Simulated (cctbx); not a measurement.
## Occupancies in Sr2CrRuS6

Cell a = 9.5150 Å, b = 9.5150 Å, c = 9.5150 Å, α = 90.00°, β = 90.00°, γ = 90.00°; space group Fm-3m (no. 225); nominal formula Sr2CrRuS6.

Simulated single-crystal data (cctbx): Mo Kα, λ = 0.71073 Å, to d = 0.77 Å, 70 % of the full sphere, strongest reflection 70000 counts, noise from counting, a 3 % proportional error and a noise floor of 2 counts (s.d.); no absorption, and some extinction, which the refinements don't model.

With every site full:

```text
Rint 0.027, 76 unique reflections to 0.77 A
cycle     R1     wR2    GooF  max shift (A)
   1  0.0722  0.1913  15.824   0.00046
   2  0.0180  0.0491   4.062   0.00000
final R1 0.0180 wR2 0.0491 GooF 4.062  parameters 6  data/parameter 12.7
atom        x        y        z      Ueq    occ   su(xyz)  su(Uiso or U11)
Ru1    0.00000  0.00000  0.00000   0.0144  1.000  0.00000  0.0003
Sr1    0.25000  0.25000  0.75000   0.0111  1.000  0.00000  0.0003
Cr1    0.50000  0.00000  0.00000   0.0126  1.000  0.00000  0.0004
S1     0.00000  0.00000  0.74855   0.0080  1.000  0.00008  0.0004
difference map: max 1.35 min -0.85 rms 0.15
Q1    0.2500  0.2500  0.2500    8    1.37  0.00 A from Sr1
Q2    0.0000  0.0000  0.5000    4    0.56  0.00 A from Cr1
Q3    0.0000  0.0000  0.2539   24    0.35  0.02 A from S1
Q4    0.1221  0.1221  0.1221   32    0.18  2.01 A from Ru1
Q5    0.0564  0.1289  0.3097  192    0.12  1.45 A from S1
Q6    0.1172  0.1924  0.1924   96    0.11  1.48 A from Sr1
```

With the occupancies of the suspect sites free, each still typed as its main element:

```text
Rint 0.027, 76 unique reflections to 0.77 A
cycle     R1     wR2    GooF  max shift (A)
   1  0.0474  0.1275  10.621   0.00027
   6  0.0096  0.0176   1.464   0.00000
final R1 0.0096 wR2 0.0176 GooF 1.463  parameters 7  data/parameter 10.9
atom        x        y        z      Ueq    occ   su(xyz)  su(Uiso or U11)
Ru1    0.00000  0.00000  0.00000   0.0140  0.948  0.00000  0.0001
Sr1    0.25000  0.25000  0.75000   0.0133  1.000  0.00000  0.0002
Cr1    0.50000  0.00000  0.00000   0.0149  1.000  0.00000  0.0002
S1     0.00000  0.00000  0.74860   0.0100  1.000  0.00003  0.0002
su of occupancy Ru1: 0.002
difference map: max 0.13 min -0.81 rms 0.09
Q1    0.1199  0.1199  0.1199   32    0.13  1.98 A from Ru1
Q2    0.0665  0.1267  0.3180  192    0.10  1.50 A from S1
Q3    0.0000  0.1466  0.3534   48    0.10  1.70 A from S1
Q4    0.1267  0.1267  0.3733   32    0.09  2.03 A from Sr1
Q5    0.1181  0.1181  0.2145   96    0.09  1.63 A from S1
Q6    0.0000  0.1448  0.1448   48    0.08  1.71 A from S1
```

**Question.** What is the disorder?

X-rays count electrons. Ru1 refines to 0.948(0.002), or 41.7 electrons; the site truly holds 0.94 Ru, 41.4 electrons, which is 0.940 of Ru. A value under 1 can't tell vacancies from a lighter guest, and one over 1 needs a heavier guest; chemistry or a second radiation must settle which. Occupancy correlates with U and the scale, so the match is approximate.

Freeing them takes R1 from 0.0180 to 0.0096 and GooF from 4.06 to 1.46.

This is a model crystal, built by substitution and not relaxed, with assumed displacement parameters.

[Middle refinement cycles are left out of these outputs.]

[Logs are printed without paths, hosts, clocks, repeated set-up lines and the standing remarks that a program may print on its own settings, such as how far it seeks lower states.]
